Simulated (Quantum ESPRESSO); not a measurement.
# Grüneisen parameters and expansion of BAs (F-43m)

Wanted: mode Grüneisen parameters of BAs and a free-energy fit over volumes.

Measurements to reproduce:
- volume expansion coefficient 11.55 1e-6/K near room temperature (given in “Basic Physical Properties of Cubic Boron Arsenide (three times its linear coefficient)”, 2019, arxiv:1911.11281)
- volume expansion coefficient 10.8 1e-6/K near room temperature (given in “Thermal expansion coefficients of high thermal conducting BAs and BP materials (three times its linear coefficient)”, 2019, arxiv:1906.04101)

Program: Quantum ESPRESSO 7.5. Level of theory: DFT PBE+D3(BJ), scalar-relativistic, plane waves, GBRV ultrasoft pseudopotentials. Results are calculated unless marked as measured.

## (1) Starting point

It takes space group F-43m (No. 216, cubic). The conventional cell has a = 4.777 Å, b = 4.777 Å, c = 4.777 Å, α = 90.00°, β = 90.00°, γ = 90.00°. B has 4 As at 2.07 Å nearest. Nearest to As lie 4 B at 2.07 Å. Farther neighbours are not listed.

## (2) Probe on a coarse mesh

A cheap single point shows whether the cell is a metal or an insulator and how far it is from rest; that sets the k-mesh and the occupations of what follows.

The input, probe.in:

```
&CONTROL
  calculation = 'scf'
  prefix      = 'x'
  outdir      = './tmp'
  pseudo_dir  = './pseudo'
  tprnfor     = .true.
  tstress     = .true.
  verbosity   = 'high'
/
&SYSTEM
  ibrav           = 0
  nat             = 2
  ntyp            = 2
  ecutwfc         = 40.0
  ecutrho         = 240.0
  occupations     = 'smearing'
  smearing        = 'gaussian'
  degauss         = 0.01
  vdw_corr        = 'grimme-d3'
  dftd3_version   = 4
  dftd3_threebody = .false.
/
&ELECTRONS
  conv_thr         = 1.0d-07
  mixing_beta      = 0.7
  electron_maxstep = 100
/
ATOMIC_SPECIES
 B      10.8100  B.upf
 As     74.9216  As.upf
CELL_PARAMETERS angstrom
     0.000000000    2.388500000    2.388500000
     2.388500000    0.000000000    2.388500000
     2.388500000    2.388500000    0.000000000
ATOMIC_POSITIONS crystal
 B      0.000000000   0.000000000   0.000000000
 As     0.250000000   0.250000000   0.250000000
K_POINTS automatic
 6 6 6 0 0 0
```

Started as:

```
OMP_NUM_THREADS=1 mpirun -n 8 pw.x -nk 8 -in probe.in > probe.out
```

Log:

```text
Program PWSCF v.7.5

     This program is part of the open-source Quantum ESPRESSO suite
     for quantum simulation of materials; please cite
         "P. Giannozzi et al., J. Phys.:Condens. Matter 21 395502 (2009);
         "P. Giannozzi et al., J. Phys.:Condens. Matter 29 465901 (2017);
         "P. Giannozzi et al., J. Chem. Phys. 152 154105 (2020);
     in publications or presentations arising from this work. More details at

     Message from routine setup:
     using ibrav=0 with symmetry is DISCOURAGED, use correct ibrav instead

     G-vector sticks info
     --------------------
     sticks:   dense  smooth     PW     G-vecs:    dense   smooth      PW
     Sum         673     439    151                11575     6231    1139

     Using Slab Decomposition

     bravais-lattice index     =            0
     lattice parameter (alat)  =       6.3832  a.u.
     unit-cell volume          =     183.9087 (a.u.)^3
     number of atoms/cell      =            2
     number of atomic types    =            2
     number of electrons       =         8.00
     number of Kohn-Sham states=            8
     kinetic-energy cutoff     =      40.0000  Ry
     charge density cutoff     =     240.0000  Ry
     scf convergence threshold =      1.0E-07
     mixing beta               =       0.7000
     number of iterations used =            8  plain     mixing
     Exchange-correlation= SLA  PW   PBE  PBE
                           (   1   4   3   4   0   0   0)

     celldm(1)=   6.383210  celldm(2)=   0.000000  celldm(3)=   0.000000
     celldm(4)=   0.000000  celldm(5)=   0.000000  celldm(6)=   0.000000

     crystal axes: (cart. coord. in units of alat)
               a(1) = (   0.000000   0.707107   0.707107 )
               a(2) = (   0.707107   0.000000   0.707107 )
               a(3) = (   0.707107   0.707107   0.000000 )

     reciprocal axes: (cart. coord. in units 2 pi/alat)
               b(1) = ( -0.707107  0.707107  0.707107 )
               b(2) = (  0.707107 -0.707107  0.707107 )
               b(3) = (  0.707107  0.707107 -0.707107 )

     PseudoPot. # 1 for B  read from file:
     ./pseudo/B.upf
     Pseudo is Ultrasoft + core correction, Zval =  3.0
     Using radial grid of  781 points,  4 beta functions with:
                l(1) =   0
                l(2) =   0
                l(3) =   1
                l(4) =   1
     Q(r) pseudized with  8 coefficients,  rinner =    1.100   1.100   1.100

     PseudoPot. # 2 for As read from file:
     ./pseudo/As.upf
     Pseudo is Ultrasoft + core correction, Zval =  5.0
     Using radial grid of  875 points,  6 beta functions with:
                l(1) =   0
                l(2) =   0
                l(3) =   1
                l(4) =   1
                l(5) =   2
                l(6) =   2
     Q(r) pseudized with  8 coefficients,  rinner =    1.300   1.300   1.300
                                                       1.300   1.300

     atomic species   valence    mass     pseudopotential
     B                 3.00    10.81000     B ( 1.00)
     As                5.00    74.92160     As( 1.00)

     24 Sym. Ops. (no inversion) found

                                    s                        frac. trans.

      isym =  1     identity

 cryst.   s( 1) = (     1          0          0      )
                  (     0          1          0      )
                  (     0          0          1      )

 cart.    s( 1) = (  1.0000000 -0.0000000  0.0000000 )
                  ( -0.0000000  1.0000000  0.0000000 )
                  ( -0.0000000  0.0000000  1.0000000 )

      isym =  2     180 deg rotation - cart. axis [0,0,1]

 cryst.   s( 2) = (     0          1         -1      )
                  (     1          0         -1      )
                  (     0          0         -1      )

 cart.    s( 2) = ( -1.0000000  0.0000000  0.0000000 )
                  (  0.0000000 -1.0000000  0.0000000 )
                  (  0.0000000 -0.0000000  1.0000000 )

      isym =  3     180 deg rotation - cart. axis [0,1,0]

 cryst.   s( 3) = (     0         -1          1      )
                  (     0         -1          0      )
                  (     1         -1          0      )

 cart.    s( 3) = ( -1.0000000 -0.0000000 -0.0000000 )
                  (  0.0000000  1.0000000 -0.0000000 )
                  (  0.0000000  0.0000000 -1.0000000 )

      isym =  4     180 deg rotation - cart. axis [1,0,0]

 cryst.   s( 4) = (    -1          0          0      )
                  (    -1          0          1      )
                  (    -1          1          0      )

 cart.    s( 4) = (  1.0000000  0.0000000 -0.0000000 )
                  ( -0.0000000 -1.0000000 -0.0000000 )
                  ( -0.0000000 -0.0000000 -1.0000000 )

      isym =  5     120 deg rotation - cart. axis [-1,-1,-1]

 cryst.   s( 5) = (     0          0          1      )
[...]
cart.    s( 5) = (  0.0000000  1.0000000 -0.0000000 )
[...]
isym =  6     120 deg rotation - cart. axis [-1,1,1]

 cryst.   s( 6) = (     1         -1          0      )
[...]
cart.    s( 6) = ( -0.0000000 -1.0000000 -0.0000000 )
[...]
isym =  7     120 deg rotation - cart. axis [1,1,-1]

 cryst.   s( 7) = (    -1          1          0      )
[...]
cart.    s( 7) = ( -0.0000000  1.0000000  0.0000000 )
[...]
isym =  8     120 deg rotation - cart. axis [1,-1,1]

 cryst.   s( 8) = (     0          0         -1      )
[...]
cart.    s( 8) = (  0.0000000 -1.0000000  0.0000000 )
[...]
isym =  9     120 deg rotation - cart. axis [1,1,1]

 cryst.   s( 9) = (     0          1          0      )
[...]
cart.    s( 9) = ( -0.0000000  0.0000000  1.0000000 )
[...]
isym = 10     120 deg rotation - cart. axis [-1,1,-1]

 cryst.   s(10) = (    -1          0          1      )
[...]
cart.    s(10) = (  0.0000000 -0.0000000  1.0000000 )
[...]
isym = 11     120 deg rotation - cart. axis [1,-1,-1]

 cryst.   s(11) = (     1          0         -1      )
[...]
cart.    s(11) = (  0.0000000  0.0000000 -1.0000000 )
[...]
isym = 12     120 deg rotation - cart. axis [-1,-1,1]

 cryst.   s(12) = (     0         -1          0      )
[...]
cart.    s(12) = ( -0.0000000 -0.0000000 -1.0000000 )
[...]
isym = 13     inv. 180 deg rotation - cart. axis [1,1,0]

[...]
1.0000   1.0000   1.0000   1.0000   0.0000   0.0000   0.0000   0.0000

          k = 0.2357 0.2357-0.2357 (   769 PWs)   bands (ev):

    -5.0275   1.9142   7.1439   7.1439  11.5452  13.5031  13.5031  17.4422

     occupation numbers
     1.0000   1.0000   1.0000   1.0000   0.0000   0.0000   0.0000   0.0000

          k =-0.3536-0.3536 0.3536 (   778 PWs)   bands (ev):

    -3.8763  -0.1314   6.8402   6.8402  11.3709  13.4495  13.4495  17.6339

     occupation numbers
     1.0000   1.0000   1.0000   1.0000   0.0000   0.0000   0.0000   0.0000

          k = 0.2357 0.0000-0.0000 (   793 PWs)   bands (ev):

    -6.1400   6.3731   6.9437   6.9437  10.9151  14.3245  14.3245  14.3662

     occupation numbers
     1.0000   1.0000   1.0000   1.0000   0.0000   0.0000   0.0000   0.0000

          k = 0.3536 0.1179-0.1179 (   795 PWs)   bands (ev):

    -5.1292   3.1799   6.0249   6.1418  11.4022  13.9989  15.1460  15.4237

     occupation numbers
     1.0000   1.0000   1.0000   1.0000   0.0000   0.0000   0.0000   0.0000

          k =-0.2357-0.4714 0.4714 (   792 PWs)   bands (ev):

    -3.7076   0.4485   4.9993   6.0696  11.7082  14.2485  15.0564  17.0070

     occupation numbers
     1.0000   1.0000   1.0000   1.0000   0.0000   0.0000   0.0000   0.0000

          k =-0.1179-0.3536 0.3536 (   792 PWs)   bands (ev):

    -4.1503   1.1800   4.6062   6.7268  12.2037  14.3453  14.3738  17.3715

     occupation numbers
     1.0000   1.0000   1.0000   1.0000   0.0000   0.0000   0.0000   0.0000

          k = 0.0000-0.2357 0.2357 (   791 PWs)   bands (ev):

[...]
occupation numbers
[...]
k = 0.4714 0.0000-0.0000 (   797 PWs)   bands (ev):

[...]
occupation numbers
[...]
k =-0.1179-0.5893 0.5893 (   779 PWs)   bands (ev):

[...]
occupation numbers
[...]
k =-0.0000-0.4714 0.4714 (   792 PWs)   bands (ev):

[...]
occupation numbers
[...]
k =-0.7071 0.0000 0.0000 (   790 PWs)   bands (ev):

    -2.5615   0.1320   4.5815   4.5815  10.0856  10.0976  20.0799  20.0799

     occupation numbers
     1.0000   1.0000   1.0000   1.0000   0.0000   0.0000   0.0000   0.0000

          k =-0.2357-0.4714 0.7071 (   781 PWs)   bands (ev):

    -3.9471   1.9027   3.7818   5.4408  12.4560  13.8926  14.5570  17.7547

     occupation numbers
     1.0000   1.0000   1.0000   1.0000   0.0000   0.0000   0.0000   0.0000

          k =-0.1179-0.3536 0.5893 (   780 PWs)   bands (ev):

    -2.9206   0.6092   3.2414   4.7922  13.0096  13.9344  16.1799  17.6036

     occupation numbers
     1.0000   1.0000   1.0000   1.0000   0.0000   0.0000   0.0000   0.0000

          k =-0.7071 0.2357 0.0000 (   772 PWs)   bands (ev):

    -2.4416   0.4541   3.5048   3.6952  12.4497  12.6673  17.3655  17.6040

     occupation numbers
     1.0000   1.0000   1.0000   1.0000   0.0000   0.0000   0.0000   0.0000

     the Fermi energy is     9.3219 ev

!    total energy              =     -46.71364200 Ry
     estimated scf accuracy    <       0.00000003 Ry
     smearing contrib. (-TS)   =      -0.00000000 Ry
     internal energy E=F+TS    =     -46.71364200 Ry

     The total energy is F=E-TS. E is the sum of the following terms:
     one-electron contribution =       6.62599823 Ry
     hartree contribution      =       1.25428842 Ry
     xc contribution           =     -34.61201576 Ry
     ewald contribution        =     -19.93341868 Ry
     DFT-D3 Dispersion         =      -0.04849421 Ry

     convergence has been achieved in   6 iterations

     Forces acting on atoms (cartesian axes, Ry/au):

     atom    1 type  1   force =    -0.00000000   -0.00000000   -0.00000000
     atom    2 type  2   force =    -0.00000000   -0.00000000   -0.00000000
     The non-local contrib.  to forces
     atom    1 type  1   force =     0.00000000   -0.00000000   -0.00000000
     atom    2 type  2   force =     0.00000000    0.00000000    0.00000000
     The ionic contribution  to forces
     atom    1 type  1   force =    -0.00000000    0.00000000    0.00000000
     atom    2 type  2   force =    -0.00000000    0.00000000   -0.00000000
     The local contribution  to forces
     atom    1 type  1   force =     0.00000000    0.00000000    0.00000000
     atom    2 type  2   force =     0.00000000    0.00000000    0.00000000
     The core correction contribution to forces
     atom    1 type  1   force =    -0.00000000   -0.00000000    0.00000000
     atom    2 type  2   force =     0.00000000   -0.00000000    0.00000000
     The Hubbard contrib.    to forces
     atom    1 type  1   force =     0.00000000    0.00000000    0.00000000
     atom    2 type  2   force =     0.00000000    0.00000000    0.00000000
     The SCF correction term to forces
     atom    1 type  1   force =     0.00000000    0.00000000    0.00000000
     atom    2 type  2   force =     0.00000000   -0.00000000   -0.00000000

     DFT-D3 dispersion contribution to forces:
     atom    1 type  1   force =    -0.00000000    0.00000000    0.00000000
     atom    2 type  2   force =     0.00000000   -0.00000000   -0.00000000

     Total force =     0.000000     Total SCF correction =     0.000000

     DFT-D3 dispersion Force =     0.000000

     Computing stress (Cartesian axis) and pressure

          total   stress  (Ry/bohr**3)                   (kbar)     P=       -1.17
  -0.00000798   0.00000000   0.00000000           -1.17        0.00        0.00
   0.00000000  -0.00000798  -0.00000000            0.00       -1.17       -0.00
   0.00000000  -0.00000000  -0.00000798            0.00       -0.00       -1.17

     kinetic stress (kbar)   4336.81      0.00      0.00
                               -0.00   4336.81     -0.00
                                0.00     -0.00   4336.81

     local   stress (kbar)   6860.25      0.00      0.00
                                0.00   6860.25      0.00
                                0.00      0.00   6860.25

     nonloc. stress (kbar)  -4250.20     -0.00     -0.00
                               -0.00  -4250.20      0.00
                               -0.00      0.00  -4250.20

     hartree stress (kbar)    334.43      0.00      0.00
                                0.00    334.43     -0.00
                                0.00     -0.00    334.43

     exc-cor stress (kbar)  20983.25     -0.00     -0.00
                               -0.00  20983.25     -0.00
                               -0.00     -0.00  20983.25

     corecor stress (kbar) -22912.20      0.00      0.00
                                0.00 -22912.20      0.00
                                0.00      0.00 -22912.20

     ewald   stress (kbar)  -5314.79      0.00      0.00
                                0.00  -5314.79      0.00
                                0.00      0.00  -5314.79

     hubbard stress (kbar)      0.00      0.00      0.00
                                0.00      0.00      0.00
                                0.00      0.00      0.00

     DFT-D   stress (kbar)    -38.73     -0.00     -0.00
[...]
XDM     stress (kbar)      0.00      0.00      0.00
[...]
dft-nl  stress (kbar)      0.00      0.00      0.00
                                0.00      0.00      0.00
                                0.00      0.00      0.00

     TS-vdW  stress (kbar)      0.00      0.00      0.00
                                0.00      0.00      0.00
                                0.00      0.00      0.00

     MDB     stress (kbar)      0.00      0.00      0.00
                                0.00      0.00      0.00
                                0.00      0.00      0.00

     3D-RISM stress (kbar)      0.00      0.00      0.00
                                0.00      0.00      0.00
                                0.00      0.00      0.00

     Writing all to output data dir ./tmp/x.save/ :
     XML data file, charge density, pseudopotentials, collected wavefunctions

   JOB DONE.
```

It took 1.2 s on 8 MPI ranks of Arm Neoverse V2, shared host; 8.6 s of CPU time.

A gap read on the k-mesh alone can miss the band edges.

Numbers from this step:

```
volume per atom   : 13.63 Å³
pressure          : -0.1170 GPa
gap on the k-mesh : 1.281 eV
```

The start is under -0.12 GPa at this level and looks like an insulator or semiconductor on this mesh.

[end of part 1 of 9]

[Logs are printed without paths, hosts, clocks, repeated set-up lines and the standing remarks that a program may print on its own settings, such as how far it seeks lower states.]

[Hosts, paths, dates, database ids (printed as entryN), source tags and the programs' standing remarks are cut or masked in the printed files.]

[A step with changed settings may run another functional than the one named; its input shows which.]

[Of the runs on displaced cells, only some may be shown.]
